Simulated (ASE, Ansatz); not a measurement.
**Structural relaxation of twisted InSe bilayer, 38.21° (56 atoms)**

How does twisted InSe bilayer, 38.21° (56 atoms) relax, and what do bonds, charges and levels look like afterwards?

Calculated with Ansatz 0.2.0; Kohn-Sham DFT, PBE+D4, PAW (set soft_2), plane waves.

The raw output is cut from this account; settings, times and results stay.

## (1) Set-up

The cell holds 56 atoms: 28 In and 28 Se. Its edges and angles: a = 10.583 Å, b = 10.583 Å, c = 25.910 Å, α = 90.0°, β = 90.0°, γ = 120.0°. It derives from InSe (InSe). InSe (a = 4.0 Å) under InSe (a = 4.0 Å), bilayer, commensurate cell of 7 unit cells a layer, twist 38.21 deg; facing planes 3.23 Å apart; 12 Å of vacuum; layers as built, displaced by a Gaussian of 0.01 Å. Regions: layer 1, 28 atoms (14 In and 14 Se); layer 2, 28 atoms (14 In and 14 Se). Vacuum lies along c.

Before any run, some limits are plain. Sampling is at Γ alone, for a cell whose shortest periodic width is 9 Å.

## (2) Single point at the start

The forces at the start show how far the geometry lies from a minimum of this functional.

input.yaml reads:

```yaml
crystal:
  lattice:
    - [10.583, 0.0, 0.0]
    - [-5.2915, 9.16515, 0.0]
    - [0.0, 0.0, 25.91]
  atoms:
    - { symbol: In, position: [0.19081, 0.23687, 0.38868] }
    - { symbol: In, position: [0.19204, 0.24019, 0.28069] }
    - { symbol: Se, position: [0.23717, 0.04775, 0.43798] }
    - { symbol: Se, position: [0.23976, 0.04781, 0.23192] }
    - { symbol: In, position: [0.3327, 0.66578, 0.38843] }
    - { symbol: In, position: [0.33397, 0.6674, 0.28038] }
    - { symbol: Se, position: [0.38067, 0.47513, 0.43774] }
    - { symbol: Se, position: [0.38144, 0.47776, 0.23104] }
[... 44 atom lines left out ...]
    - { symbol: In, position: [0.90546, 0.52503, 0.71905] }
    - { symbol: In, position: [0.9026, 0.52202, 0.61132] }
    - { symbol: Se, position: [0.95369, 0.76167, 0.76858] }
    - { symbol: Se, position: [0.95216, 0.76209, 0.5623] }
kpoints:
  mp_grid: { grid: [1, 1, 1] }
hamiltonian:
  xc: pbe
  dispersion: d4
scf:
  occupations: { method: gaussian, width: 0.025 }
output:
  forces: true
  populations: intrinsic
  dos:
    method: { smearing: { sigma: 0.15 } }
    de: 0.1
    projected:
      site_lists:
        In: [In]
        Se: [Se]
        layer_1: [0, 1, 2, 3, 4, 5, 6, 7, 8, 9, 10, 11, 12, 13, 14, 15, 16, 17, 18, 19, 20, 21, 22, 23, 24, 25, 26, 27]
        layer_2: [28, 29, 30, 31, 32, 33, 34, 35, 36, 37, 38, 39, 40, 41, 42, 43, 44, 45, 46, 47, 48, 49, 50, 51, 52, 53, 54, 55]
  eigenvalues: true
```

The run is started by

```
ansatz run input.yaml --threads 4 --pin off --max-ram 8192MiB --backend cpu --events-out ev --progress --plain --runs-dir out
```

Elapsed: 52 s, on 4 threads of Arm Neoverse V1, shared host; peak memory 3.4 GiB.

Numbers from this run:

| Property | Result |
| --- | --- |
| free energy | -309917.7430 eV |
| free energy per atom | -5534.2454 eV/atom |
| SCF cycles | 9 |
| r.m.s. force component | 0.1878 eV/Å |
| longest force | 0.5675 eV/Å |
| Fermi energy | 3.068 eV |
| gap (highest filled to lowest empty level) | 1.159 eV |

The r.m.s. force component of 0.19 eV/Å sets the starting point.

Length of the force by element and coordination:

```
element  coordination  atoms  mean length of the force (eV/Å)  spread  least   most
     In           all     28                            0.335   0.112  0.142  0.568
     Se           all     28                            0.284  0.0774  0.151  0.442
```

## (3) Relaxation

With the cell held, the atoms are moved downhill towards a nearby minimum.

input.yaml, the sections that differ from step 2:

```yaml
output:
  forces: true
relax:
  f_tol: 0.05
  max_steps: 200
# crystal, kpoints, hamiltonian, scf: as in step 2
```

Wall time 2.5 min (4 threads); peak memory 3.3 GiB; 9.8 min of CPU time.

The steps of the relaxation:

```
step  energy less that of the first step (eV)  largest force component (eV/Å)
   1                                   0.0000                          0.5298
   2                                   0.1542                          1.0250
   3                                  -0.2277                          0.0408
   4                                  -0.2251                          0.0688
   5                                  -0.2329                          0.0063
```

Relaxation steps 2, 4 were tried and not accepted.

The atoms that moved most (Å):

```
atom      dx      dy      dz  length
Se15  -0.011  -0.006  -0.089   0.090
In30   0.002  -0.060   0.066   0.089
 Se4  -0.018  -0.009  -0.082   0.084
Se28   0.007   0.038  -0.073   0.083
Se32  -0.002  -0.008   0.080   0.080
In54   0.045   0.037   0.051   0.077
Se12   0.014  -0.017  -0.074   0.077
Se24  -0.002   0.001  -0.076   0.076
```

The relaxation changed the energy by -4.16 meV/atom, and atoms moved by 0.05 Å r.m.s., 0.09 Å at most.

## (4) Distances and neighbours after relaxation

Normalised to the volume that the atoms fill. Pair distribution functions g(r), in bins of 0.1 Å:

```
r (Å)  total  In-In  In-Se  Se-Se
 2.55   0.00   0.00   0.00   0.00
 2.65   9.31   0.00  18.60   0.00
 2.75   1.44   5.75   0.00   0.00
 2.85   0.00   0.00   0.00   0.00
 2.95   0.00   0.00   0.00   0.00
 3.05   0.00   0.00   0.00   0.00
 3.15   0.00   0.00   0.00   0.00
 3.25   0.00   0.00   0.00   0.00
 3.35   0.07   0.00   0.00   0.28
 3.45   0.00   0.00   0.00   0.00
 3.55   0.38   0.00   0.00   1.50
 3.65   0.00   0.00   0.00   0.00
 3.75   0.00   0.00   0.00   0.00
 3.85   0.00   0.00   0.00   0.00
 3.95   4.35  12.00   0.00   5.40
 4.05   3.95   4.66   0.00  11.10
 4.15   0.28   0.00   0.00   1.12
 4.25   0.00   0.00   0.00   0.00
 4.35   0.25   0.00   0.00   0.99
 4.45   0.00   0.00   0.00   0.00
 4.55   0.23   0.00   0.45   0.00
 4.65   0.84   0.00   1.67   0.00
 4.75   3.58   0.00   7.16   0.00
 4.85   4.06   9.60   3.33   0.00
 4.95   0.39   1.56   0.00   0.00
 5.05   0.18   0.00   0.37   0.00
 5.15   0.53   0.00   0.35   1.42
 5.25   0.06   0.00   0.00   0.23
 5.35   0.00   0.00   0.00   0.00
 5.45   0.40   0.00   0.16   1.29
 5.55   0.39   0.00   0.47   0.61
 5.65   0.00   0.00   0.00   0.00
 5.75   0.17   0.09   0.29   0.00
 5.85   0.00   0.00   0.00   0.00
 5.95   0.27   0.00   0.54   0.00
 6.05   0.13   0.52   0.00   0.00
 6.15   1.62   0.00   2.99   0.50
 6.25   3.77   0.00   7.54   0.00
 6.35   0.24   0.00   0.00   0.95
 6.45   0.23   0.46   0.23   0.00
 6.55   0.17   0.22   0.22   0.00
 6.65   0.48   0.22   0.43   0.85
 6.75   1.26   0.00   0.00   5.03
 6.85   0.30   0.80   0.00   0.41
```

## (5) Single point at the relaxed geometry

One more single point at the end of the walk gives the fuller output and checks the residual forces.

input.yaml reads:

```yaml
crystal:
  lattice:
    - [10.583, 0.0, 0.0]
    - [-5.2915, 9.16515, 0.0]
    - [0.0, 0.0, 25.91]
  atoms:
    - { symbol: In, position: [0.19112, 0.23659, 0.38751] }
    - { symbol: In, position: [0.19065, 0.23706, 0.27982] }
    - { symbol: Se, position: [0.23798, 0.04549, 0.43827] }
    - { symbol: Se, position: [0.23754, 0.04679, 0.22877] }
    [... 46 atom lines left out ...]
    - { symbol: Se, position: [0.80955, 0.04674, 0.77128] }
    - { symbol: Se, position: [0.80787, 0.04544, 0.56177] }
    - { symbol: In, position: [0.90701, 0.52526, 0.7207] }
    - { symbol: In, position: [0.90889, 0.52604, 0.61328] }
    - { symbol: Se, position: [0.95324, 0.76259, 0.77138] }
    - { symbol: Se, position: [0.95463, 0.76213, 0.56174] }
kpoints:
  mp_grid: { grid: [1, 1, 1] }
hamiltonian:
  xc: pbe
  dispersion: d4
scf:
  occupations: { method: gaussian, width: 0.025 }
output:
  forces: true
  populations: true
  dos:
    method: { smearing: { sigma: 0.15 } }
    de: 0.1
    projected:
      site_lists:
        In: [In]
        Se: [Se]
        layer_1: [0, 1, 2, 3, 4, 5, 6, 7, 8, 9, 10, 11, 12, 13, 14, 15, 16, 17, 18, 19, 20, 21, 22, 23, 24, 25, 26, 27]
        layer_2: [28, 29, 30, 31, 32, 33, 34, 35, 36, 37, 38, 39, 40, 41, 42, 43, 44, 45, 46, 47, 48, 49, 50, 51, 52, 53, 54, 55]
  eigenvalues: true
  write_density: true
  write_potential: true
  volumetric_format: npy
  elf: true
```

Run time: 61 s. Hardware: 4 threads; peak memory 3.4 GiB.

The program notes that the exchange-correlation potential is rough where the density is thin.

Numbers from this run:

```
free energy                                      : -309917.9759 eV
free energy per atom                             : -5534.2496 eV/atom
SCF cycles                                       : 10
r.m.s. force component                           : 0.00189 eV/Å
longest force                                    : 0.00568 eV/Å
Fermi energy                                     : 3.027 eV
gap (highest filled to lowest empty level) : 1.246 eV
potential in mid-vacuum, over the Fermi level    : 5.099 eV
potential 4.5 Å over the upper face              : 5.099 eV
potential 4.5 Å under the lower face             : 5.099 eV
spilling of the projection                       : 0.001915
```

Löwdin charges by element and coordination (they lack the spilled electrons, 0.028 e an atom on average):

```
element  coordination  atoms  mean charge (e)  spread   least    most
     In           all     28            0.236  0.0142   0.219   0.251
     Se           all     28           -0.181  0.0055  -0.187  -0.175
```

By region:

```
 region  atoms  mean length of the force (eV/Å)
layer 1     28                            0.003
layer 2     28                            0.003
```

States in the cell by windows of 1 eV, zero at the Fermi level; the larger projections on atomic orbitals stand beside the total:

```
from (eV)  to (eV)  total  layer 1  layer 2  Se p  In p  In s  Se s
      -14      -13    8.2      4.1      4.1   0.1   0.8   1.2   5.5
      -13      -12   48.0     24.0     24.0   0.3   6.4   1.6  33.2
      -12      -11    0.1      0.0      0.0   0.0   0.0   0.0   0.1
      -11       -7    0.0      0.0      0.0   0.0   0.0   0.0   0.0
       -7       -6   24.6     12.2     12.2   7.0   2.8  13.1   1.5
       -6       -5   25.2     12.5     12.5  12.0   2.7   9.0   1.2
       -5       -4    4.1      2.1      2.1   2.3   0.3   1.3   0.2
       -4       -3   26.9     13.3     13.3  16.2   8.7   1.2   0.5
       -3       -2   68.6     34.1     34.1  51.5  14.1   1.5   0.6
       -2       -1   42.5     21.0     21.0  30.7   8.3   2.4   0.4
       -1        0    4.1      2.0      2.0   2.9   0.7   0.3   0.1
        0        1    2.0      1.0      1.0   0.6   0.3   0.7   0.3
        1        2   20.2      9.7      9.7   6.6   6.9   4.9   0.9
        2        3   33.8     16.2     16.2  11.6   8.8  10.7   1.2
        3        4   27.9     12.4     12.4   4.6  19.0   0.1   0.9
        4        5   55.2     21.4     21.4   9.1  28.3   3.7   1.6
```

Between -26 and -14 eV lie 280 more states.

The levels nearest the highest filled one (over half full), pooled over k-points and spins:

```
level less the highest filled one (eV)  occupation
                                -0.588           2
                                -0.588           2
                                -0.550           2
                                -0.549           2
                                -0.429           2
                                     0           2
                                  1.25           0
                                  1.85           0
                                  2.44           0
                                  2.48           0
                                  2.48           0
                                  2.49           0
```

Planar average of the electrostatic potential energy along the normal, with the Fermi level as zero, after a running mean with a triangular window 4 Å wide at its base:

```
height (Å)  potential energy (eV)
       0.0                   5.10
       0.7                   5.10
       1.4                   5.10
       2.2                   5.09
       2.9                   5.03
       3.7                   4.46
       4.5                   3.05
       5.2                   0.55
       5.9                  -2.33
       6.6                  -4.18
       7.3                  -4.02
       8.1                  -2.70
       8.8                  -2.21
       9.5                  -3.24
      10.4                  -4.39
      11.1                  -3.35
      11.8                  -0.87
      12.5                   1.26
      13.2                   1.48
      14.0                  -0.34
      14.7                  -2.91
      15.4                  -4.35
      16.3                  -3.53
      17.0                  -2.32
      17.7                  -2.48
      18.4                  -3.78
      19.1                  -4.31
      19.9                  -2.83
      20.6                  -0.05
      21.3                   2.64
      22.0                   4.25
      22.9                   5.00
      23.6                   5.09
      24.3                   5.10
      25.0                   5.10
      25.8                   5.10
```

Valence density in the ca plane at fractional y = 0.045, with atoms of Se within 0.2 Å of it. It is the smooth field of the valence electrons, not physical close to the nuclei.

Ten steps, logarithmic in the rise over the least value, from '0' (0 e/Å³) to '9' (31 e/Å³), each cell a mean:
```
00000000000000000000000000000000000000000000
00000000000000000000000000000000000000011100
00000000000000001111110000011111000000123211
00000000000000001112211001122111000001368631
00000000000000000112321001233210000001489831
00000000000000000011211001122100000001256521
00000000000000000000100000011000000000122211
00000000000000000000000000000000000000001112
00000000000000000000000000000000000000000134
00000000000000001110000000000011100000000146
00000000000000001111110000111111000000000134
00000000000000000123331111233211000000001112
00000000000000000135642112465410000000001111
00000000000000000135542112455310000000001100
00000000000000000123321101233210000000000000
00000000000000011111110000011111110000000000
00000000000001234321000000001234421000000011
00000000000001369741000000001379731000000112
00000000000001379841000000001379841000001122
00000000000001235421000000001235421000001111
00000000000000111110000000000111110000001111
00000000000000000000000000000000000000000000
00000000000000000000000000000000000000000000
00000000000000000000000000000000000000000000
```
Columns run along c (16.0 Å, from fractional 0.00 to 0.62 of the cell), rows up along a (10.6 Å). Atoms in or near the plane, at fractional coordinates: Se at (0.44, 0.24), Se at (0.23, 0.24), Se at (0.56, 0.81).

Electrostatic potential energy in the ca plane at fractional y = 0.045, with atoms of Se within 0.2 Å of it. With pseudopotentials it is smooth inside the atoms' cores, unlike the true potential.

Ten even steps from '0' (-19 eV) to '9' (8 eV), each cell a mean:
```
99999999999999999999999999989999999999999998
99999999999999998888888998888888899999887888
99999999999999988776668888766778899998632368
99999999999999988752136887412468899997123217
99999999999999998740026886300368899996145316
99999999999999998763247887522578999997222127
99999999999999999877678888766789999998743467
99999999999999999888888998888889999999987753
99999999999999988888999999998888899999998510
99999999999999988888888998888888899999987400
99999999999999988776567888655678899999988510
99999999999999998630015776200268899999988753
99999999999999998500002673000047899999988887
99999999999999998500002773000047899999988888
99999999999999998731026786200368899999998888
99999999999999876666678888766666689999999887
99999999999998521147889999887411148999998865
99999999999997235315899999986124416999998741
99999999999997135415899999986135416999988630
99999999999998411137899999987411137999988764
99999999999999865678899999988865689999988877
99999999999999998888889999888888999999999888
99999999999999999999889999988999999999999999
99999999999999999999999999999999999999999999
```
Columns run along c (16.0 Å, from fractional 0.00 to 0.62 of the cell; values clipped at the 3rd and 97th percentile), rows up along a (10.6 Å). Atoms in or near the plane, at fractional coordinates: Se at (0.44, 0.24), Se at (0.23, 0.24), Se at (0.56, 0.81).

Mean Löwdin charges: In +0.24, Se -0.18 e. Charges this small depend on the projection, at times even in sign. The potential stands 5.72 eV above the highest filled level over the upper face and 5.72 eV under the lower one, which reads the ionisation potential at this level (an upper bound, if the band top lies off the mesh).

A closer look about Se48, picked at random: 12 atoms, nearest first, numbered in the order of the input, with positions taken from that point.

```
atom      x      y      z  distance (Å)  Löwdin charge (e)
Se48   0.00   0.00   0.00          0.00              -0.18
In46   0.74  -2.18   1.32          2.65               0.22
In54  -2.25   0.48   1.34          2.66               0.22
In42   1.50   1.77   1.30          2.66               0.23
Se27  -0.78   1.35  -3.19          3.55              -0.18
Se40   3.00  -2.58   0.01          3.96              -0.17
Se52  -0.77  -3.93   0.00          4.00              -0.17
Se32  -3.79  -1.29   0.10          4.00              -0.18
Se56  -3.01   2.64   0.00          4.01              -0.17
Se44   0.73   3.95   0.00          4.02              -0.18
Se36   3.79   1.35   0.00          4.02              -0.18
Se23   0.00  -2.58  -3.19          4.11              -0.17
```

## (6) Another setting: scf.initial_density.chi_scale = 0.0

Changed here: scf.initial_density.chi_scale = 0.0.

Edit input.yaml of step 5 so:

```diff
@@ -6,3 +6,3 @@
   atoms:
-    [... the 56 atom lines of step 5 ...]
+    [... the 56 atom lines of step 2 ...]
 kpoints:
@@ -14,7 +14,8 @@
   occupations: { method: gaussian, width: 0.025 }
+  initial_density: { chi_scale: 0.0 }
 output:
   forces: true
-  populations: true
+  populations: intrinsic
   dos:
-    method: { smearing: { sigma: 0.15 } }
+    method: { smearing: { sigma: 0.08 } }
     de: 0.1
@@ -27,5 +28 @@
   eigenvalues: true
-  write_density: true
-  write_potential: true
-  volumetric_format: npy
-  elf: true
```

It took 63 s on 4 threads; peak memory 3.3 GiB; 4.1 min of CPU time.

Geometry and reference: those of the single point at the start.

Forces differ from those of the single point at the start by 0.009 meV/Å r.m.s., 0.005 % of their size. It took 1.2 times the reference's time (shared host, so rough).

## (7) Summary of results

* energy change in the relaxation: -4.16 meV/atom
* r.m.s. displacement: 0.05 Å
* largest displacement: 0.09 Å
* free energy per atom: -5534.2496 eV/atom
* r.m.s. force component: 0.00189 eV/Å
* gap (highest filled to lowest empty level): 1.246 eV
* potential in mid-vacuum, over the Fermi level: 5.099 eV
* wall time of the 4 DFT runs: 5.4 min

What this shows: Relaxation lowers the energy by 4.16 meV/atom and moves atoms by 0.05 Å r.m.s.; the r.m.s. force component goes from 0.19 to 0.0019 eV/Å, and the gap from 1.16 to 1.25 eV. First to last step the energy falls by 0.233 eV; the largest move, 0.09 Å, is that of Se15 and 1 other atom alike. The highest filled and lowest empty levels differ by 1.25 eV at Γ alone; the mesh holds the band edges only if they fold onto it, so the gap at this level can be narrower or closed, while semilocal functionals tend to narrow gaps against experiment. The potential stands 5.72 eV above the highest filled level over the upper face and 5.72 eV under the lower one, which reads the ionisation potential at this level (an upper bound, if the band top lies off the mesh).

[Long decimals in the printed logs are rounded to 6 places.]

[Logs are printed without paths, hosts, clocks, repeated set-up lines and the standing remarks that a program may print on its own settings, such as how far it seeks lower states.]

[Hosts, paths, dates, database ids (printed as entryN), source tags and the programs' standing remarks are cut or masked in the printed files.]

[A walk said to have stopped at its limit may instead have ended on an SCF cycle that didn't converge.]
